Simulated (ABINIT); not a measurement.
# Tellurium (P3_121, 3 atoms a cell): G0W0 in ABINIT against the plane-wave cutoff, part 2 of 2

How does the gap of Tellurium (P3_121, 3 atoms a cell) converge in the plane-wave cutoff?

ABINIT 10.8.3; PBE and many-body steps on it, plane waves. Known limits of the many-body steps: not at the basis limit; model gap, bands may invert with spin-orbit coupling; exchange with frozen shells missing; screening runs away on this mesh; no spin-orbit coupling; coarse k mesh.

So far. Step 5 (Empty states on the mesh, 3×3×2 mesh, 110 bands): On this mesh the gap is 0.174 eV. Step 6 (Screening, 3×3×2 mesh, 100 bands, screening to 130.6 eV): Local fields lower ε∞ by 22 %. The value itself is an artefact of the mesh, where one narrow direct gap carries too much weight.

The database entry behind the starting cell differs from later determinations by our own check (inner coordinate of an old entry), so it need not match the best structure at ambient conditions.

### Step 8. Screening, 3×3×2 mesh, 100 bands, screening to 130.6 eV

This step: RPA screening on PBE, plane waves, norm-conserving pseudopotentials.

The input, run.abi:

```
acell 3*1.0 Angstrom
rprim 
  4.454000000025 -0.000000000006 0.000000000000
  -2.227000000008 3.857277148481 0.000000000000
  0.000000000000 0.000000000000 5.924000000000
ntypat 1
znucl 52
natom 3
typat 1 1 1
xred 
  0.269000000000 0.000000000000 0.333333333333
  0.000000000000 0.269000000000 0.666666666667
  0.731000000000 0.731000000000 -0.000000000000
pp_dirpath "pseudos"
pseudos "Te.upf"
ecut 27
ngkpt 3 3 2
nshiftk 1
shiftk 0 0 0
kptopt 1
chksymbreak 0
istwfk *1
occopt 1
irdwfk 1
optdriver 3
nband 100
ecuteps 4.8
inclvkb 2
awtr 1
symchi 1
indata_prefix "in"
outdata_prefix "out"
tmpdata_prefix "tmp"
```

Started as:

```console
$ OMP_NUM_THREADS=1 mpirun -n 4 abinit run.abi > log
```

Numbers of over 12 decimals in the logs are rounded to 6 here.

What it wrote:

```text
.Version 10.8.3 of ABINIT. v10.8.2 released Aug 2026.

 Symmetries : space group P3_1 2 1 (#152); Bravais hP (primitive hexag.)
[... echo of the input left out ...]
== DATASET  1 ==================================================================
-   mpi_nproc: 4, omp_nthreads: 1 (-1 if OMP is not activated)

--- !DatasetInfo
iteration_state: {dtset: 1, }
dimensions: {natom: 3, nkpt: 6, mband: 100, nsppol: 1, nspinor: 1, nspden: 1, mpw: 4620, }
cutoff_energies: {ecut:  27.0, pawecutdg:  -1.0, }
electrons: {nelect:   4.80000000E+01, charge:   0.00000000E+00, occopt:   1.00000000E+00, tsmear:   1.00000000E-02, }

 SCREENING: Calculation of the susceptibility and dielectric matrices

 Based on a program developped by R.W. Godby, V. Olevano, G. Onida, and L. Reining.
 Incorporated in ABINIT by V. Olevano, G.-M. Rignanese, and M. Torrent.
.Using double precision arithmetic ; gwpc =  8

[... cell and pseudopotentials left out ...]
--------------------------------------------------------------------------------

 ==== K-mesh for the wavefunctions ====
 Number of points in the irreducible wedge :     6
[... list of points left out ...]
 Together with  6 symmetry operations and time-reversal symmetry
 yields    18 points in the full Brillouin Zone.

 ==== Q-mesh for the screening function ====
 Number of points in the irreducible wedge :     6
[... list of points left out ...]
 Together with  6 symmetry operations and time-reversal symmetry
 yields    18 points in the full Brillouin Zone.

 setmesh: FFT mesh size selected  =    30x   30x   45
          total number of points  =        40500

 vcoul_init : cutoff-mode = AUXILIARY_FUNCTION
 q-points for optical limit:   1
     1)      0.000010    0.000020    0.000030

- screening: taking advantage of time-reversal symmetry
- Maximum band index for partially occupied states nbvw = 24
- Remaining bands to be divided among processors   nbcw = 76
- Number of bands treated by each node ~19

 Number of electrons calculated from density =   48.0000; Expected =   48.0000
 average of density, n =  0.069887
 r_s =    1.5060
 omega_plasma =   25.5009 [eV]

 calculating chi0 at frequencies [eV] :
  1    0.000000E+00    0.000000E+00
  2    0.000000E+00    2.550086E+01

--------------------------------------------------------------------------------
  q-point number  1        q = ( 0.000000, 0.000000, 0.000000) [r.l.u.]
--------------------------------------------------------------------------------
[... chi0 elements left out ...]
 For q-point:  0.000010 0.000020 0.000030
  dielectric constant =   1.65480E+03
  dielectric constant without local fields =   2.10805E+03

  Average fulfillment of the sum rule on Im[epsilon] for q-point    1 :     54.53  [%]
[... wings left out ...]
  q-point number  2        q = ( 0.333333, 0.000000, 0.000000) [r.l.u.]
--------------------------------------------------------------------------------
[... chi0 elements left out ...]
  Average fulfillment of the sum rule on Im[epsilon] for q-point    2 :     62.40  [%]

 [... 4 further q-points ...]
```

It took 30 s on 4 MPI ranks of Arm Neoverse V1, shared host; peak memory 1 GiB.

Numbers from this step:

| Item | Value |
| --- | --- |
| ε∞ with local fields, on this mesh, along the program's q direction | 1655 |
| the same without local fields | 2108 |
| plasma frequency | 25.50 eV |
| plane waves in the screening matrix | 329 |

### Step 9. 27 Ha

The self-energy is evaluated for the states that the input lists, and the levels follow from it, in one-shot runs by the linearised quasiparticle equation.

This step: G0W0 on PBE, plane waves, norm-conserving pseudopotentials.

Edit run.abi of step 8 so:

```diff
@@ -24,8 +24,17 @@
 irdwfk 1
-optdriver 3
+optdriver 4
 nband 100
+gwcalctyp 0
+ecutsigx 27
+symsigma 1
+nkptgw 2
+kptgw 
+  0.3333333333 0.3333333333 0.5000000000
+  0.0000000000 0.0000000000 0.0000000000
+bdgw 
+  23 27
+  22 26
 ecuteps 4.8
-inclvkb 2
-awtr 1
-symchi 1
+irdscr 1
+ppmodel 1
 indata_prefix "in"
```

What it wrote:

```text
.Version 10.8.3 of ABINIT. v10.8.2 released Aug 2026.

 Symmetries : space group P3_1 2 1 (#152); Bravais hP (primitive hexag.)
[... echo of the input left out ...]
== DATASET  1 ==================================================================
-   mpi_nproc: 4, omp_nthreads: 1 (-1 if OMP is not activated)

--- !DatasetInfo
iteration_state: {dtset: 1, }
dimensions: {natom: 3, nkpt: 6, mband: 100, nsppol: 1, nspinor: 1, nspden: 1, mpw: 4620, }
cutoff_energies: {ecut:  27.0, pawecutdg:  -1.0, }
electrons: {nelect:   4.80000000E+01, charge:   0.00000000E+00, occopt:   1.00000000E+00, tsmear:   1.00000000E-02, }

 SIGMA: Calculation of the GW corrections

 Based on a program developped by R.W. Godby, V. Olevano, G. Onida, and L. Reining.
 Incorporated in ABINIT by V. Olevano, G.-M. Rignanese, and M. Torrent.
.Using double precision arithmetic ; gwpc =  8

[... cell and pseudopotentials left out ...]
--------------------------------------------------------------------------------

 ==== K-mesh for the wavefunctions ====
 Number of points in the irreducible wedge :     6
[... list of points left out ...]
 Together with  6 symmetry operations and time-reversal symmetry
 yields    18 points in the full Brillouin Zone.

 ==== Q-mesh for screening function ====
 Number of points in the irreducible wedge :     6
[... list of points left out ...]
 Together with  6 symmetry operations and time-reversal symmetry
 yields    18 points in the full Brillouin Zone.

 vcoul_init : cutoff-mode = AUXILIARY_FUNCTION
 q-points for optical limit:   1
     1)      0.000010    0.000020    0.000030
 setmesh: FFT mesh size selected  =    36x   36x   54
          total number of points  =        69984

 Number of electrons calculated from density =   48.0000; Expected =   48.0000
[...]
number of omega for Sigma on real axis              0
 max omega for Sigma on real axis  [eV]           0.00
 zcut for avoiding poles [eV]                     0.10

 EPSILON^-1 parameters (SCR file):
 dimension of the eps^-1 matrix on file            329
 dimension of the eps^-1 matrix used               329
 number of plane-waves for wavefunctions          4575
 number of bands                                   100
 number of q-points in IBZ                           6
 number of frequencies                               2
 number of real frequencies                          1
 number of imag frequencies                          1

 matrix elements of self-energy operator (all in [eV])

 Perturbative Calculation

--- !SelfEnergy_ee
iteration_state: {dtset: 1, }
kpoint     : [   0.333,    0.333,    0.500, ]
spin       : 1
KS_gap     :    0.174
QP_gap     :    0.478
Delta_QP_KS:    0.304
data: !SigmaeeData |
     Band     E0 <VxcDFT>   SigX SigC(E0)      Z dSigC/dE  Sig(E)    E-E0       E
       23   4.684 -12.385 -14.445   1.499   0.784  -0.275 -12.825  -0.440   4.244
       24   4.684 -12.385 -14.445   1.499   0.784  -0.275 -12.825  -0.440   4.244
       25   4.858 -11.888  -9.311  -2.749   0.787  -0.271 -12.023  -0.135   4.722
[...]
--- !SelfEnergy_ee
iteration_state: {dtset: 1, }
kpoint     : [   0.000,    0.000,    0.000, ]
spin       : 1
KS_gap     :    1.859
QP_gap     :    2.167
Delta_QP_KS:    0.308
data: !SigmaeeData |
     Band     E0 <VxcDFT>   SigX SigC(E0)      Z dSigC/dE  Sig(E)    E-E0       E
[...]
25   5.697 -12.132  -9.588  -2.802   0.782  -0.279 -12.333  -0.201   5.496
       26   5.697 -12.132  -9.588  -2.802   0.782  -0.279 -12.333  -0.201   5.496

== END DATASET(S) ==============================================================
================================================================================

 -outvars: echo values of variables after computation  --------
           etotal      0.0000000000E+00
            nband         100
             nkpt           6
          spgroup         152
 [... the other variables as echoed above ...]

 Calculation completed.
```

Run time: 12 s. Hardware: 4 MPI ranks; peak memory 0.88 GiB; 47 s of CPU time.

This step gave:

- G0W0 gap on the points computed: 0.4780 eV
- starting gap on the mesh: 0.1736 eV
- k of the valence top: 0.3333, 0.3333, 0.5
- k of the conduction bottom: 0.3333, 0.3333, 0.5
- Z at the valence top: 0.784
- Z at the conduction bottom: 0.787
- least direct G0W0 gap on the computed points: 0.4780 eV

The gap on the mesh goes from 0.17 eV to 0.48 eV, a correction of +0.30 eV.

### Step 10. Screening, 3×3×2 mesh, 100 bands, screening to 130.6 eV

This step: RPA screening on PBE, plane waves, norm-conserving pseudopotentials.

Edit run.abi of step 9 so:

```diff
@@ -15,3 +15,3 @@
 pseudos "Te.upf"
-ecut 27
+ecut 34
 ngkpt 3 3 2
@@ -24,17 +24,8 @@
 irdwfk 1
-optdriver 4
+optdriver 3
 nband 100
-gwcalctyp 0
-ecutsigx 27
-symsigma 1
-nkptgw 2
-kptgw 
-  0.3333333333 0.3333333333 0.5000000000
-  0.0000000000 0.0000000000 0.0000000000
-bdgw 
-  23 27
-  22 26
 ecuteps 4.8
-irdscr 1
-ppmodel 1
+inclvkb 2
+awtr 1
+symchi 1
 indata_prefix "in"
```

What it wrote:

```text
.Version 10.8.3 of ABINIT. v10.8.2 released Aug 2026.

 Symmetries : space group P3_1 2 1 (#152); Bravais hP (primitive hexag.)
[... echo of the input left out ...]
== DATASET  1 ==================================================================
-   mpi_nproc: 4, omp_nthreads: 1 (-1 if OMP is not activated)

--- !DatasetInfo
iteration_state: {dtset: 1, }
dimensions: {natom: 3, nkpt: 6, mband: 100, nsppol: 1, nspinor: 1, nspden: 1, mpw: 6557, }
cutoff_energies: {ecut:  34.0, pawecutdg:  -1.0, }
[...]
--------------------------------------------------------------------------------
[... chi0 elements left out ...]
 For q-point:  0.000010 0.000020 0.000030
  dielectric constant =   1.64845E+03
  dielectric constant without local fields =   2.09898E+03

  Average fulfillment of the sum rule on Im[epsilon] for q-point    1 :     54.47  [%]
[... wings left out ...]
  q-point number  2        q = ( 0.333333, 0.000000, 0.000000) [r.l.u.]
--------------------------------------------------------------------------------
[... chi0 elements left out ...]
  Average fulfillment of the sum rule on Im[epsilon] for q-point    2 :     62.31  [%]

 [... 4 further q-points ...]
```

The job ended after 31 s (4 MPI ranks; peak memory 0.91 GiB; 2.1 min of CPU time).

This step gave:

- ε∞ with local fields, on this mesh, along the program's q direction: 1648
- the same without local fields: 2099
- plasma frequency: 25.50 eV
- plane waves in the screening matrix: 329

### Step 11. 34 Ha

This step: G0W0 on PBE, plane waves, norm-conserving pseudopotentials.

Edit run.abi of step 10 so:

```diff
@@ -24,8 +24,17 @@
 irdwfk 1
-optdriver 3
+optdriver 4
 nband 100
+gwcalctyp 0
+ecutsigx 34
+symsigma 1
+nkptgw 2
+kptgw 
+  0.3333333333 0.3333333333 0.5000000000
+  0.0000000000 0.0000000000 0.0000000000
+bdgw 
+  23 27
+  22 26
 ecuteps 4.8
-inclvkb 2
-awtr 1
-symchi 1
+irdscr 1
+ppmodel 1
 indata_prefix "in"
```

What it wrote:

```text
.Version 10.8.3 of ABINIT. v10.8.2 released Aug 2026.

 Symmetries : space group P3_1 2 1 (#152); Bravais hP (primitive hexag.)
[... echo of the input left out ...]
== DATASET  1 ==================================================================
-   mpi_nproc: 4, omp_nthreads: 1 (-1 if OMP is not activated)

--- !DatasetInfo
iteration_state: {dtset: 1, }
dimensions: {natom: 3, nkpt: 6, mband: 100, nsppol: 1, nspinor: 1, nspden: 1, mpw: 6557, }
cutoff_energies: {ecut:  34.0, pawecutdg:  -1.0, }
[...]
Band     E0 <VxcDFT>   SigX SigC(E0)      Z dSigC/dE  Sig(E)    E-E0       E
[...]
25   5.696 -12.128  -9.580  -2.805   0.782  -0.279 -12.329  -0.202   5.495
       26   5.696 -12.128  -9.580  -2.805   0.782  -0.279 -12.329  -0.202   5.495

== END DATASET(S) ==============================================================
================================================================================

 -outvars: echo values of variables after computation  --------
           etotal      0.0000000000E+00
            nband         100
             nkpt           6
          spgroup         152
 [... the other variables as echoed above ...]

 Calculation completed.
```

Wall time 12 s (4 MPI ranks); peak memory 0.85 GiB; 48 s of CPU time.

This step gave:

* G0W0 gap on the points computed: 0.4780 eV
* starting gap on the mesh: 0.1739 eV
* k of the valence top: 0.3333, 0.3333, 0.5
* k of the conduction bottom: 0.3333, 0.3333, 0.5
* least direct G0W0 gap on the computed points: 0.4780 eV

Against the run before, the gap moves by +0.000 eV.

### Step 12. Screening, 3×3×2 mesh, 100 bands, screening to 130.6 eV

This step: RPA screening on PBE, plane waves, norm-conserving pseudopotentials.

Edit run.abi of step 11 so:

```diff
@@ -15,3 +15,3 @@
 pseudos "Te.upf"
-ecut 34
+ecut 42
 ngkpt 3 3 2
@@ -24,17 +24,8 @@
 irdwfk 1
-optdriver 4
+optdriver 3
 nband 100
-gwcalctyp 0
-ecutsigx 34
-symsigma 1
-nkptgw 2
-kptgw 
-  0.3333333333 0.3333333333 0.5000000000
-  0.0000000000 0.0000000000 0.0000000000
-bdgw 
-  23 27
-  22 26
 ecuteps 4.8
-irdscr 1
-ppmodel 1
+inclvkb 2
+awtr 1
+symchi 1
 indata_prefix "in"
```

What it wrote:

```text
.Version 10.8.3 of ABINIT. v10.8.2 released Aug 2026.

 Symmetries : space group P3_1 2 1 (#152); Bravais hP (primitive hexag.)
[... echo of the input left out ...]
== DATASET  1 ==================================================================
-   mpi_nproc: 4, omp_nthreads: 1 (-1 if OMP is not activated)

--- !DatasetInfo
iteration_state: {dtset: 1, }
dimensions: {natom: 3, nkpt: 6, mband: 100, nsppol: 1, nspinor: 1, nspden: 1, mpw: 8985, }
cutoff_energies: {ecut:  42.0, pawecutdg:  -1.0, }
[...]
--------------------------------------------------------------------------------
[... chi0 elements left out ...]
 For q-point:  0.000010 0.000020 0.000030
  dielectric constant =   1.64828E+03
  dielectric constant without local fields =   2.09875E+03

  Average fulfillment of the sum rule on Im[epsilon] for q-point    1 :     54.47  [%]
[... wings left out ...]
  q-point number  2        q = ( 0.333333, 0.000000, 0.000000) [r.l.u.]
--------------------------------------------------------------------------------
[... chi0 elements left out ...]
  Average fulfillment of the sum rule on Im[epsilon] for q-point    2 :     62.32  [%]

 [... 4 further q-points ...]
```

It took 41 s on 4 MPI ranks; peak memory 1.2 GiB.

Numbers from this step:

* ε∞ with local fields, on this mesh, along the program's q direction: 1648
* the same without local fields: 2099
* plasma frequency: 25.50 eV
* plane waves in the screening matrix: 329

### Step 13. 42 Ha

This step: G0W0 on PBE, plane waves, norm-conserving pseudopotentials.

Edit run.abi of step 12 so:

```diff
@@ -24,8 +24,17 @@
 irdwfk 1
-optdriver 3
+optdriver 4
 nband 100
+gwcalctyp 0
+ecutsigx 42
+symsigma 1
+nkptgw 2
+kptgw 
+  0.3333333333 0.3333333333 0.5000000000
+  0.0000000000 0.0000000000 0.0000000000
+bdgw 
+  23 27
+  22 26
 ecuteps 4.8
-inclvkb 2
-awtr 1
-symchi 1
+irdscr 1
+ppmodel 1
 indata_prefix "in"
```

What it wrote:

```text
.Version 10.8.3 of ABINIT. v10.8.2 released Aug 2026.

 Symmetries : space group P3_1 2 1 (#152); Bravais hP (primitive hexag.)
[... echo of the input left out ...]
== DATASET  1 ==================================================================
-   mpi_nproc: 4, omp_nthreads: 1 (-1 if OMP is not activated)

--- !DatasetInfo
iteration_state: {dtset: 1, }
dimensions: {natom: 3, nkpt: 6, mband: 100, nsppol: 1, nspinor: 1, nspden: 1, mpw: 8985, }
cutoff_energies: {ecut:  42.0, pawecutdg:  -1.0, }
[...]
Band     E0 <VxcDFT>   SigX SigC(E0)      Z dSigC/dE  Sig(E)    E-E0       E
[...]
25   5.696 -12.128  -9.581  -2.805   0.781  -0.280 -12.329  -0.202   5.494
       26   5.696 -12.128  -9.581  -2.805   0.781  -0.280 -12.329  -0.202   5.494

== END DATASET(S) ==============================================================
================================================================================

 -outvars: echo values of variables after computation  --------
           etotal      0.0000000000E+00
            nband         100
             nkpt           6
          spgroup         152
 [... the other variables as echoed above ...]

 Calculation completed.
```

Elapsed: 13 s, on 4 MPI ranks; peak memory 1.1 GiB.

Numbers from this step:

```
G0W0 gap on the points computed              : 0.4780 eV
starting gap on the mesh                     : 0.1739 eV
k of the valence top                         : 0.3333, 0.3333, 0.5
k of the conduction bottom                   : 0.3333, 0.3333, 0.5
least direct G0W0 gap on the computed points : 0.4780 eV
```

Against the run before, the gap moves by +0.000 eV.

### Step 14. Side by side

Times are wall times on 4 MPI ranks of Arm Neoverse V1, shared host, good to a factor of about two. A run's time includes the screening step that it read.

```csv
run,mesh,bands,screening cutoff (eV),DFT gap (eV),gap on the mesh (eV),direct (eV),ε∞ used,time
20 Ha,3×3×2,100,130.6,0.170,0.479,0.479,1736.02,32 s
27 Ha,3×3×2,100,130.6,0.174,0.478,0.478,1654.80,42 s
34 Ha,3×3×2,100,130.6,0.174,0.478,0.478,1648.45,43 s
42 Ha,3×3×2,100,130.6,0.174,0.478,0.478,1648.28,54 s
```

### Step 15. Summary of results

```json
{
  "20 Ha": "0.479 eV",
  "27 Ha": "0.478 eV",
  "34 Ha": "0.478 eV",
  "42 Ha": "0.478 eV",
  "known limits": "not at the basis limit; model gap, bands may invert with spin-orbit coupling; exchange with frozen shells missing; screening runs away on this mesh; no spin-orbit coupling; coarse k mesh"
}
```

**Reading.** The setting moved: plane-wave cutoff. From 20 Ha to 42 Ha the gap moves by −0.001 eV. It holds to 0.03 eV from 20 Ha on. Bands and screening cutoff are coupled, so a series along one setting does not show full convergence. Bands and cutoff are finite, so the gap is not at the basis limit. The miss can reach some tenths of an eV and take either sign; the mesh is an error of its own. In the G0W0 runs levels were corrected at 2 k points alone, so a gap called «on the mesh» is the least over those, and an edge elsewhere would be missed. The 3×3×2 mesh is coarse for this cell, which bears on the long-range parts of exchange and screening. With atoms this heavy and so narrow a gap, spin-orbit coupling can invert the bands. These scalar-relativistic gaps are then model values, not to be set against experiment, and a spin-orbit change taken from DFT can't simply be added. The norm-conserving file of at least one element keeps a d shell over frozen s and p shells of the same row. Exchange with those shells is missing from the self-energy, an error of 0.3 to 0.9 eV in cases checked, whose sign depends on which edge lies on those atoms. For the PBE start: On this mesh the RPA ε∞ passes 90, more than nearly any semiconductor shows; a coarse mesh does this where one point with a narrow direct gap carries much weight. The screening is then too strong, and the G0W0 gap should not be taken as the material's.

[Paths, hosts, dates, memory and timing lines, banners, echoed tables and standing remarks are left out of the program output.]

[Logs are printed without paths, hosts, clocks, repeated set-up lines and the standing remarks that a program may print on its own settings, such as how far it seeks lower states.]

[Runs of the session that timed out or met a known fault of the program may be left out.]

[Hosts, paths, dates, database ids (printed as entryN), source tags and the programs' standing remarks are cut or masked in the printed files.]

[G0W0 gaps are taken among the corrected bands and points alone; a level outside them can change the order at an edge.]

[Where Ansatz stands beside ABINIT at settings called matched, ABINIT's density can come from a denser mesh and the files from another edition; pairs whose starting gaps differed by over 0.03 eV were left out, so agreement reads better than it is.]
